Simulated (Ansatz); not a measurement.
# Sn2C (model cell, started as cuprite): following an unstable mode

Which phase does Sn2C (model cell, started as cuprite) fall into along its unstable mode, and how much energy does it gain?

Main program and level: Ansatz 0.2.0; DFT PBEsol, scalar-relativistic, plane waves, PAW.

The structure was built from a prototype and need not be the compound's stable phase.

## 1. Set-up

The structure is cubic, space group Pn-3m (No. 224). The conventional cell has a = 5.021 Å, b = 5.021 Å, c = 5.021 Å, α = 90.00°, β = 90.00°, γ = 90.00°. Nearest to C lie 4 Sn at 2.17 Å. Nearest to Sn lie 2 C at 2.17 Å. Farther neighbours are not listed.

## 2. The dispersion

The cell comes from relaxations at this level that are not shown. Stability and thermal properties need the whole zone. Linear response on a 2×2×2 q mesh gives force constants as far as a supercell of that size would.

Input file input.yaml:

```yaml
crystal:
  lattice:
    - [5.0213021337, 0.0, 0.0]
    - [0.0, 5.0213021337, 0.0]
    - [0.0, 0.0, 5.0213021337]
  atoms:
    - { symbol: C, position: [0.0, 0.0, 0.0] }
    - { symbol: C, position: [0.5, 0.5, 0.5] }
    - { symbol: Sn, position: [0.25, 0.25, 0.25] }
    - { symbol: Sn, position: [0.75, 0.75, 0.25] }
    - { symbol: Sn, position: [0.75, 0.25, 0.75] }
    - { symbol: Sn, position: [0.25, 0.75, 0.75] }
kpoints:
  mp_grid: { grid: [8, 8, 8] }
hamiltonian:
  xc: pbesol
scf:
  occupations: { method: methfessel_paxton, width: 0.2 }
output:
  eigenvalues: true
phonons:
  method: dfpt
  qmesh: [2, 2, 2]
  temperatures: { t_max: 1000, t_step: 50 }
  qpath:
    path:
      - [[0.0, 0.0, 0.0], [0.0, 0.5, 0.0], [0.5, 0.5, 0.0], [0.0, 0.0, 0.0], [0.5, 0.5, 0.5], [0.0, 0.5, 0.0]]
      - [[0.5, 0.5, 0.5], [0.5, 0.5, 0.0]]
    npoints: 10
```

Launch:

```
ansatz run input.yaml --threads 8 --pin off --max-ram 14336MiB --backend cpu --events-out ev --progress --plain --runs-dir out
```

Numbers of over 12 decimals in the logs are rounded to 6 here.

Log:

```text
Warning: phonons: the dynamical matrix that this run interpolates holds no multipole term above the dipole-dipole one, and a site of this crystal is no centre of inversion, so its interpolated transverse optical and acoustic branches and sound speeds can stay off near Gamma, and the density of states and the thermodynamics with them. What a run solves at a wave vector of phonons.qpoints, Gamma apart, where the deck admits one, is free of this, and under fd what a larger phonons.supercell samples
Engine: ansatz 0.2.0, aarch64-unknown-linux-gnu
Pseudopotentials: kind: paw
Pseudopotential: C, paw, valence charge 4, recommended cutoff 420 eV (normal), C.paw.azcp
Pseudopotential: Sn, paw, valence charge 14, recommended cutoff 420 eV (normal), Sn.paw.azcp
Functional definition: PBEsol
  exchange = pbesol_x
  correlation = pbesol_c
Crystal: 6 atoms, lattice volume = 126.604 Å³
Basis set: ecut = 420 eV, 2517 PW (Γ), exchange–correlation on 72×72×72 points (8 copies of the dense FFT grid, shifted against one another)
Bands: 39, of which v1, the nominal top of the filled ones, is band 32 counted from 1 (31 counted from 0)
Symmetry: 48 space group operations
k-points: 35 of 512
Non-local potential: C, projectors of the file, l = 0: 2, l = 1: 2, l = 2: 1
Non-local potential: Sn, projectors of the file, l = 0: 2, l = 1: 2, l = 2: 2, l = 3: 2
PAW form: soft (Blöchl's): semilocal exchange-correlation on the pseudo side does not see the compensation charge
PAW frozen core: C, regenerated for the run's functional, and the local potential with it (the file was generated under x = pbe(κ = 0.804, μ = 0.219515), c = pbe(β = 0.066725))
PAW frozen core: Sn, regenerated for the run's functional, and the local potential with it (the file was generated under x = pbe(κ = 0.804, μ = 0.219515), c = pbe(β = 0.066725))
PAW one-centre angular grid: C, 110 points (default); XC on 64 Gauss nodes
PAW one-centre angular grid: Sn, 590 points (default); XC on 64 Gauss nodes
Initial density: superposition of atomic densities (neutral atoms: chi_scale 0, normalization atom), corrected by the library's trained network
Initial wavefunctions: pseudopotential atomic-orbital guess
Functional: x = pbesol(κ = 0.804, μ = 0.123457), c = pbesol(β = 0.046)
SCF iter   1: F=—  HF=-24285.407835 eV  |F-HF|=—  |Δ(HF+E_count)|=         —  Δρ=1.37e-2  dr2=3.81e-1  ethr=1.77e-3  ⟨swp⟩=7.8  Hψ=5931  notcnv=0
preconditioner: auto → Kerker (q_TF=auto, 2.435 Å⁻¹)  [metal: Δε(μ)=0.008 eV  Ē_g=17.796 eV  σ=0.200 eV  W_gap=0.03  n_scr=26 (ndim 8)  ℏωp=26.4 eV  f_vac=0.000  D(μ)=3.84/eV (n_scr^D=26)]
SCF iter   2: F=—  HF=-24285.338182 eV  |F-HF|=—  |Δ(HF+E_count)|=   6.97e-2  S|Δr|=    0.00e0  Δρ=6.18e-3  dr2=8.65e-2  ethr=5.96e-4  ⟨swp⟩=1.2  Hψ=1658  notcnv=0  defer=2
SCF iter   3: F=—  HF=-24285.319696 eV  |F-HF|=—  |Δ(HF+E_count)|=   1.85e-2  S|Δr|=    0.00e0  Δρ=1.11e-3  dr2=1.52e-3  ethr=1.35e-4  ⟨swp⟩=2.0  Hψ=1683  notcnv=0  defer=2
SCF iter   4: F=—  HF=-24285.319567 eV  |F-HF|=—  |Δ(HF+E_count)|=   1.29e-4  S|Δr|=    0.00e0  Δρ=2.24e-4  dr2=5.96e-5  ethr=2.38e-6  ⟨swp⟩=2.0  Hψ=1728  notcnv=0  defer=2
SCF iter   5: F=—  HF=-24285.319562 eV  |F-HF|=—  |Δ(HF+E_count)|=   4.61e-6  S|Δr|=    0.00e0  Δρ=6.81e-5  dr2=6.63e-6  ethr=9.31e-8  ⟨swp⟩=2.1  Hψ=2411  notcnv=0  defer=2
SCF iter   6: F=—  HF=-24285.319559 eV  |F-HF|=—  |Δ(HF+E_count)|=   3.01e-6  S|Δr|=    0.00e0  Δρ=1.75e-5  dr2=5.51e-7  ethr=1.04e-8  ⟨swp⟩=3.0  Hψ=2549  notcnv=0  defer=2
SCF iter   7: F=—  HF=-24285.319558 eV  |F-HF|=—  |Δ(HF+E_count)|=   1.32e-6  S|Δr|=    0.00e0  Δρ=3.70e-6  dr2=2.21e-8  ethr=8.60e-10  ⟨swp⟩=2.4  Hψ=2366  notcnv=0  defer=5
SCF iter   8: F=—  HF=-24285.319558 eV  |F-HF|=—  |Δ(HF+E_count)|=   4.42e-9  S|Δr|=    0.00e0  Δρ=8.02e-7  dr2=1.19e-9  ethr=3.46e-11  ⟨swp⟩=2.7  Hψ=2170  notcnv=0  defer=5
SCF iter   9: F=—  HF=-24285.319558 eV  |F-HF|=—  |Δ(HF+E_count)|=  1.46e-11  S|Δr|=    0.00e0  Δρ=2.20e-7  dr2=7.63e-11  ethr=1.87e-12  ⟨swp⟩=2.2  Hψ=1619  notcnv=0  defer=5
SCF iter  10: F=-24285.319558 eV  HF=-24285.319558 eV  |F-HF|=2.91e-11  |Δ(HF+E_count)|=  1.46e-11  S|Δr|=    0.00e0  Δρ=3.58e-8  dr2=1.43e-12  ethr=1.00e-12  ⟨swp⟩=11.4  Hψ=6574  notcnv=0
SCF 1 converged in 10 iterations: F = -24285.319558 eV  dr2 = 1.43e-12
  greatest PAW one-centre occupation: 0.992 electrons in one spin orbital (limit 2), on the Sn atom at site 2 (counted from 0), in its partial waves of l = 2
Initial density: read from a saved state, or passed on in memory by an earlier SCF of this step, an earlier step, the calling program or the single point that the run made first
iter 1 solved again at ethr=2.28e-7 eV; its pass at ethr=3.10e-3 eV (dr2=1.46e-4 eV) is discarded
SCF iter   1: F=—  HF=-24285.319558 eV  |F-HF|=—  |Δ(HF+E_count)|=         —  Δρ=6.12e-7  dr2=3.66e-10  ethr=2.28e-7  ⟨swp⟩=3.3  Hψ=9338  notcnv=0
eigensolver tolerance schedule: the retry pair's looser diagonalisation over-reported the residual by 398455.61 of it (diagonalisation noise at an unbounded share of the residual, at the tolerance the schedule requests for it); recorded, not acted on — ethr = c·dr2/N_el stays at c = 1.0e-1
preconditioner: auto → Kerker (q_TF=auto, 2.435 Å⁻¹)  [metal: Δε(μ)=0.029 eV  Ē_g=17.817 eV  σ=0.200 eV  W_gap=0.12  n_scr=26 (ndim 8)  ℏωp=26.4 eV  f_vac=0.000  D(μ)=3.69/eV (n_scr^D=26)]
SCF iter   2: F=—  HF=-24285.319558 eV  |F-HF|=—  |Δ(HF+E_count)|=   3.08e-7  S|Δr|=    0.00e0  Δρ=3.24e-7  dr2=9.77e-11  ethr=1.00e-12  ⟨swp⟩=4.5  Hψ=4030  notcnv=0
SCF iter   3: F=—  HF=-24285.319558 eV  |F-HF|=—  |Δ(HF+E_count)|=  2.91e-11  S|Δr|=    0.00e0  Δρ=2.04e-7  dr2=3.82e-11  ethr=1.00e-12  ⟨swp⟩=1.0  Hψ=1365  notcnv=0
SCF iter   4: F=—  HF=-24285.319558 eV  |F-HF|=—  |Δ(HF+E_count)|=  1.46e-11  S|Δr|=    0.00e0  Δρ=1.13e-7  dr2=1.22e-11  ethr=1.00e-12  ⟨swp⟩=1.0  Hψ=1365  notcnv=0
SCF iter   5: F=-24285.319558 eV  HF=-24285.319558 eV  |F-HF|=1.46e-11  |Δ(HF+E_count)|=  7.28e-12  S|Δr|=    0.00e0  Δρ=5.92e-8  dr2=3.58e-12  ethr=1.00e-12  ⟨swp⟩=4.9  Hψ=3525  notcnv=0
SCF 2 converged in 5 iterations: F = -24285.319558 eV  dr2 = 3.58e-12
  greatest PAW one-centre occupation: 0.992 electrons in one spin orbital (limit 2), on the Sn atom at site 4 (counted from 0), in its partial waves of l = 2
phonons: the bands overlap, so this run is a metal and interpolates without the dipole-dipole term. If the crystal is really an insulator or semiconductor, its LO-TO splitting is missing
NSCF: frozen V_eff on 35 k-points
NSCF: frozen V_eff on 150 k-points
DFPT response loops at q = (0, 0, 0) (fractional): preconditioner auto → Kerker (q_TF=auto, 2.435 Å⁻¹) (partly filled bands, converged f_vac=0.000); β = 1.00, the filter's whole step (`scf.mixing.beta` (0.50) is not read by the response loops under this deck's `scf.mixing.preconditioner`; to damp them name `kerker` or `kerker_dos`, under which they read `scf.mixing.beta`, and type it under 1.00, their step now; both keys bind the ground state too); Broyden in place of MSR1
NSCF: frozen V_eff on 520 k-points
DFPT response loops at q = (0, 0, -0.5) (fractional): mixed as the last ones told, above
NSCF: frozen V_eff on 520 k-points
DFPT response loops at q = (0, -0.5, -0.5) (fractional): mixed as the last ones told, above
NSCF: frozen V_eff on 300 k-points
DFPT response loops at q = (-0.5, -0.5, -0.5) (fractional): mixed as the last ones told, above
SCF converged after 10 iterations
Stability not checked: this state was not tested for a lower state beside it, because cold or Methfessel-Paxton smearing, or corrected tetrahedra, fill the levels in a way that the test cannot read (fill_not_monotonic; see scf.lower_state_search)
Free energy (F): -24285.319558 eV
Harris-Foulkes:  -24285.319558 eV  (|F-HF|=2.91e-11)
Internal energy: -24285.310566 eV  (E = F + TS)
E sigma→0 (E₀):  -24285.317310 eV
Entropy (-TS):   -0.008992 eV (-1.499 meV/atom)
Fermi energy:    10.063991 eV
--- Per-component energies (eV) ---
  E_band       = -346.265167
  E_kinetic    = 916.861366
  E_local      = -3736.029832  (includes V_loc(G=0)·N_el)
  E_nonlocal   = -64.261895
  E_hartree    = 2239.342464
  E_xc         = -1607.644849
  E_vxc        = -500.688789  (∫ρ·V_xc dr)
  E_paw        = -16456.170256  (= ΣΔE_a)
  E_vpaw       = -1440.830929  (= ΣTr[D̂ρ^β])
  E_aug_tail   = 0.000007  (compensation charges beyond the density's cutoff)
  E_ewald      = -5578.589130
  E_core_change = 1.181560  (= ΣΔE_core)
  E_smearing   = -0.008992  (= −TS)
  E_closure    = 0.000000  (closes the sum)
  Σ components = -24285.319558   (vs F -24285.319558, Δ=0.00e0)
--- Band table (eV; the first three rows and the last of 35) ---
  k-point 0: bands = [... 28 lower, 6.0869, 6.8092, 6.8092, 11.7989, 11.7989, 11.7989, 12.1481, 12.1481, ... 3 higher]
  k-point 1: bands = [... 28 lower, 6.9147, 7.0208, 7.2341, 11.2818, 11.2818, 11.2874, 12.0022, 12.5010, ... 3 higher]
  k-point 2: bands = [... 28 lower, 7.2285, 7.9962, 8.2670, 10.3065, 10.8279, 10.8279, 11.5667, 12.3184, ... 3 higher]
  k-point 34: bands = [... 28 lower, 9.6042, 9.6042, 9.6042, 10.1781, 11.2975, 11.2975, 11.2975, 14.1122, ... 3 higher]
--- Phonons (Γ-DFPT): 2 representative perturbations + reference (Σ response iterations 6) ---
  ASR residual: 3.875e-6 → 0.000e0 eV/Å²; symmetrization residual: 4.923e-7 eV/Å²
  ASR residual per site (eV/Å²): 3.88e-6 3.88e-6 3.72e-6 3.72e-6 3.72e-6 3.72e-6
  Γ frequencies (cm⁻¹): -92.19 -92.19 -92.19 -77.79 -77.79 0.00 0.00 0.00 20.73 20.73 20.73 219.74 361.87 361.87 361.87 501.71 501.71 501.71
--- Phonons (arbitrary-q DFPT): 4 irreducible q on the 2×2×2 mesh ---
  q = [0.0000, 0.0000, 0.0000] (star 1, of the zone-centre solve; hermiticity 1.31e-7, symmetrization 1.62e-12): -92.19 -92.19 -92.19 -77.79 -77.79 -0.00 -0.00 0.00 20.73 20.73 20.73 219.74 361.87 361.87 361.87 501.71 501.71 501.71
  q = [0.0000, 0.0000, -0.5000] (star 3, 4 solved perturbations in 610 linear systems a pass and spin channel, the states on 260 of 512 k-point pairs; hermiticity 1.53e-7, symmetrization 1.18e-12): -92.74 -92.74 -74.21 -74.21 -73.91 -73.91 -31.67 -31.67 65.15 65.15 153.56 153.56 330.62 330.62 427.98 427.98 531.58 531.58
  q = [0.0000, -0.5000, -0.5000] (star 3, 4 solved perturbations in 610 linear systems a pass and spin channel, the states on 260 of 512 k-point pairs; hermiticity 2.33e-7, symmetrization 1.11e-12): -184.27 -184.27 -81.47 -81.47 -58.22 -58.22 -53.72 -53.72 64.47 64.47 136.29 136.29 203.43 203.43 440.98 440.98 512.18 512.18
  q = [-0.5000, -0.5000, -0.5000] (star 1, 2 solved perturbations in 225 linear systems a pass and spin channel, the states on 150 of 512 k-point pairs; hermiticity 1.64e-7, symmetrization 5.42e-12): -137.89 -137.89 -137.89 -81.80 -81.80 -81.80 -33.73 -33.73 66.09 66.09 66.09 221.36 378.46 378.46 378.46 496.16 496.16 496.16
  sum rule: each row above includes the acoustic sum rule's correction from the zone centre's row sums; it moved no ω² by more than (0.30 cm⁻¹)²
  mesh force constants: q→R imaginary residual 3.46e-17; ASR residual 3.875e-6 → 0.000e0 eV/Å²; symmetrization residual 6.217e-15 eV/Å²
  interpolated dispersion: 62 rows × 18 modes
  density of states and harmonic sums: on the 12×12×12 q-mesh, interpolated from the force constants of a 2×2×2 supercell (no non-analytic term)
  largest difference from the sums on the solved wave vectors: F 3.30e-2 eV, S 3.44e-5 and C_V 8.36e-6 eV/K
  zero-point energy: 0.180098 eV/cell   skipped modes (ω ≤ 0): 669, of them read as no rigid motion or as one in doubt: 666 (7.984e0 modes/cell left out, lowest -184.27 cm⁻¹)   left out of the sums: 4.44e-1 of the cell's modes: C_V's classical limit lies that fraction below 3 k_B per atom; for a crystal, a wire or a layer, F and S can be off by more, and a phonons.interpolated_qmesh denser along its periods is the remedy for the sampling
```

Elapsed: 2.1 min, on 8 threads of Arm Neoverse V2, shared host; peak memory 3.4 GiB; 16 min of CPU time.

Numbers from this step:

```
volume per atom                                         : 21.10 Å³
gap on the k-mesh                                       : 0 eV
sum-rule residual before enforcement                    : 3.88e-6 eV/Å²
lowest frequency on the path                            : -184.3 cm⁻¹
point group                                             : m-3m
highest frequency on the path or at a solved wavevector : 535.2 cm⁻¹
highest optical mode at the zone centre (no LO-TO term) : 501.7 cm⁻¹
lowest optical zone-centre mode                         : -92.19 cm⁻¹
lowest mode on the q mesh (acoustic modes at Γ apart)   : -184.3 cm⁻¹
```

Frequencies (cm⁻¹) solved at each irreducible wavevector; negative means imaginary. Frequencies by wavevector, by row:

```csv
q in reciprocal lattice units,star,mode 1,mode 2,mode 3,mode 4,mode 16,mode 17,mode 18
0 0 0,1,-92.2,-92.2,-92.2,-77.8,501.7,501.7,501.7
0 0 -0.5,3,-92.7,-92.7,-74.2,-74.2,428,531.6,531.6
0 -0.5 -0.5,3,-184.3,-184.3,-81.5,-81.5,441,512.2,512.2
-0.5 -0.5 -0.5,1,-137.9,-137.9,-137.9,-81.8,496.2,496.2,496.2
```

Interpolated from a 2×2×2 q mesh. Phonon branches along the path, in cm⁻¹:

```csv
point,branch 1,branch 2,branch 3,branch 4,branch 15,branch 16,branch 17,branch 18
Γ,-92,-92,-92,-78,362,502,502,502
halfway,-94,-84,-84,-84,381,479,518,518
X,-93,-93,-74,-74,428,428,532,532
halfway,-130,-130,-89,-89,432,432,526,526
M,-184,-184,-82,-82,441,441,512,512
halfway,-108,-104,-90,-88,395,471,517,526
Γ,-92,-92,-92,-78,362,502,502,502
halfway,-118,-118,-104,-84,338,506,510,510
R,-138,-138,-138,-82,378,496,496,496
halfway,-138,-126,-124,-86,352,487,502,527
X,-93,-93,-74,-74,428,428,532,532
jump to R,-138,-138,-138,-82,378,496,496,496
halfway,-154,-154,-114,-82,399,480,510,510
M,-184,-184,-82,-82,441,441,512,512
```

Symmetry leaves 4 wavevectors to solve. The lowest mode among them, the acoustic zeros apart, lies at q = (0, -0.5, -0.5) and is imaginary, 184.3i cm⁻¹, so the energy falls along it.

## 3. The mode frozen in, largest atomic shift 0 Å

The mode followed lies at q = (0, -0.5, -0.5) with frequency 184.3i cm⁻¹ and is 2-fold degenerate, the softest among the wavevectors solved. At small amplitude the distorted cell has space group no. 49 by a symmetry search on the positions. The undistorted cell that holds it gives the zero of energy on the same k mesh.

System of this step: Sn2C (model cell, started as cuprite). Symmetry: Pn-3m, No. 224, cubic system. Conventional cell: a = 5.021 Å, b = 5.021 Å, c = 5.021 Å, α = 90.00°, β = 90.00°, γ = 90.00°. C has 4 Sn at 2.17 Å nearest. Sn has 2 C at 2.17 Å nearest. Farther neighbours are not listed.

Input file input.yaml:

```yaml
crystal:
  lattice:
    - [-5.0213021337, 0.0, 0.0]
    - [0.0, -5.0213021337, -5.0213021337]
    - [0.0, -5.0213021337, 5.0213021337]
  atoms:
    - { symbol: C, position: [0.0, 0.5, 0.5] }
    - { symbol: C, position: [0.0, 0.0, 0.0] }
    - { symbol: C, position: [0.5, 0.0, 0.5] }
    - { symbol: C, position: [0.5, 0.5, 0.0] }
    - { symbol: Sn, position: [0.75, 0.25, 0.5] }
    - { symbol: Sn, position: [0.75, 0.75, 0.0] }
    - { symbol: Sn, position: [0.25, 0.0, 0.25] }
    - { symbol: Sn, position: [0.25, 0.5, 0.75] }
    - { symbol: Sn, position: [0.25, 0.0, 0.75] }
    - { symbol: Sn, position: [0.25, 0.5, 0.25] }
    - { symbol: Sn, position: [0.75, 0.75, 0.5] }
    - { symbol: Sn, position: [0.75, 0.25, 0.0] }
kpoints:
  mp_grid: { grid: [8, 6, 6] }
hamiltonian:
  xc: pbesol
scf:
  occupations: { method: methfessel_paxton, width: 0.2 }
output:
  forces: true
  stress: true
  eigenvalues: true
```

Log:

```text
[...]
Crystal: 12 atoms, lattice volume = 253.209 Å³
Basis set: ecut = 420 eV, 4981 PW (Γ), exchange–correlation on 72×96×96 points (8 copies of the dense FFT grid, shifted against one another)
Bands: 77, of which v1, the nominal top of the filled ones, is band 64 counted from 1 (63 counted from 0)
Symmetry: 32 space group operations
[...]
k-points: 50 of 288
[...]
k-point 0: bands = [... 60 lower, 7.3871, 8.9849, 8.9849, 11.6891, 11.6891, 11.7992, 11.7995, 11.7995, ... 9 higher]
  k-point 1: bands = [... 60 lower, 7.7705, 9.0177, 9.2640, 11.0662, 11.1176, 11.3018, 11.3103, 11.4310, ... 9 higher]
  k-point 2: bands = [... 60 lower, 8.3752, 9.0301, 9.9831, 10.2079, 10.2408, 10.6051, 10.7643, 10.8258, ... 9 higher]
  k-point 49: bands = [... 60 lower, 8.9851, 8.9851, 8.9851, 8.9851, 11.6901, 11.6901, 11.6901, 11.6901, ... 9 higher]
[key lines of the parts left out:]
SCF converged after 7 iterations
Free energy (F): -48570.654986 eV
Fermi energy:    10.075341 eV
P = ⅓ Tr σ = -0.0351 GPa (-0.351 kbar)
```

The job ended after 5.4 s (8 threads; peak memory 1.5 GiB; 41 s of CPU time).

This step gave:

| Property | Result |
| --- | --- |
| pressure | -0.03511 GPa |
| energy from the undistorted cell | 0 meV/atom |

The run ends at a pressure of -0.04 GPa.

## 4. The mode frozen in, largest atomic shift 0.14 Å

The atoms are moved along the unstable eigenvector, the largest shift by 0.14 Å, with the cell fixed.

Input file input.yaml:

```yaml
crystal:
  lattice:
    - [-5.0213021337, 0.0, 0.0]
    - [0.0, -5.0213021337, -5.0213021337]
    - [0.0, -5.0213021337, 5.0213021337]
  atoms:
    - { symbol: C, position: [0.0, 0.4802850044, 0.5] }
    - { symbol: C, position: [0.0, 0.0197149956, 0.0] }
    - { symbol: C, position: [0.5, 0.0197149956, 0.5] }
    - { symbol: C, position: [0.5, 0.4802850044, 0.0] }
    - { symbol: Sn, position: [0.75, 0.25, 0.5] }
    - { symbol: Sn, position: [0.75, 0.75, 0.0] }
    - { symbol: Sn, position: [0.25, -0.0085899095, 0.25] }
    - { symbol: Sn, position: [0.25, 0.5085899095, 0.75] }
    - { symbol: Sn, position: [0.25, -0.0085899095, 0.75] }
    - { symbol: Sn, position: [0.25, 0.5085899095, 0.25] }
    - { symbol: Sn, position: [0.75, 0.75, 0.5] }
    - { symbol: Sn, position: [0.75, 0.25, 0.0] }
kpoints:
  mp_grid: { grid: [8, 6, 6] }
hamiltonian:
  xc: pbesol
scf:
  occupations: { method: methfessel_paxton, width: 0.2 }
output:
  forces: true
  stress: true
  eigenvalues: true
```

Log:

```text
[...]
Crystal: 12 atoms, lattice volume = 253.209 Å³
Basis set: ecut = 420 eV, 4981 PW (Γ), exchange–correlation on 72×96×96 points (8 copies of the dense FFT grid, shifted against one another)
Bands: 77, of which v1, the nominal top of the filled ones, is band 64 counted from 1 (63 counted from 0)
Symmetry: 8 space group operations
[...]
k-points: 80 of 288
[...]
k-point 0: bands = [... 60 lower, 7.4924, 8.9010, 8.9916, 11.4750, 11.6617, 11.7864, 11.7925, 11.8828, ... 9 higher]
  k-point 1: bands = [... 60 lower, 7.8714, 8.9312, 9.2767, 11.0180, 11.1125, 11.2460, 11.4182, 11.4387, ... 9 higher]
  k-point 2: bands = [... 60 lower, 8.4596, 8.9355, 9.9975, 10.2065, 10.2786, 10.6989, 10.7625, 10.8263, ... 9 higher]
  k-point 79: bands = [... 60 lower, 8.9247, 8.9247, 8.9567, 8.9567, 11.6979, 11.6979, 11.8284, 11.8284, ... 9 higher]
[key lines of the parts left out:]
SCF converged after 8 iterations
Free energy (F): -48570.718177 eV
Fermi energy:    10.071757 eV
P = ⅓ Tr σ = 0.5686 GPa (5.686 kbar)
```

The job ended after 9.5 s (8 threads; peak memory 1.7 GiB; 73 s of CPU time).

Numbers from this step:

```yaml
pressure: 0.5686 GPa
energy_from_the_undistorted_cell: -5.659 meV/atom
```

The energy, extrapolated to zero smearing, is -5.66 meV/atom against the undistorted cell.

The run ends at a pressure of 0.57 GPa, with forces up to 0.62 eV/Å.

[end of part 1 of 2]

[Logs are printed without paths, hosts, clocks, repeated set-up lines and the standing remarks that a program may print on its own settings, such as how far it seeks lower states.]

[Hosts, paths, dates, database ids (printed as entryN), source tags and the programs' standing remarks are cut or masked in the printed files.]
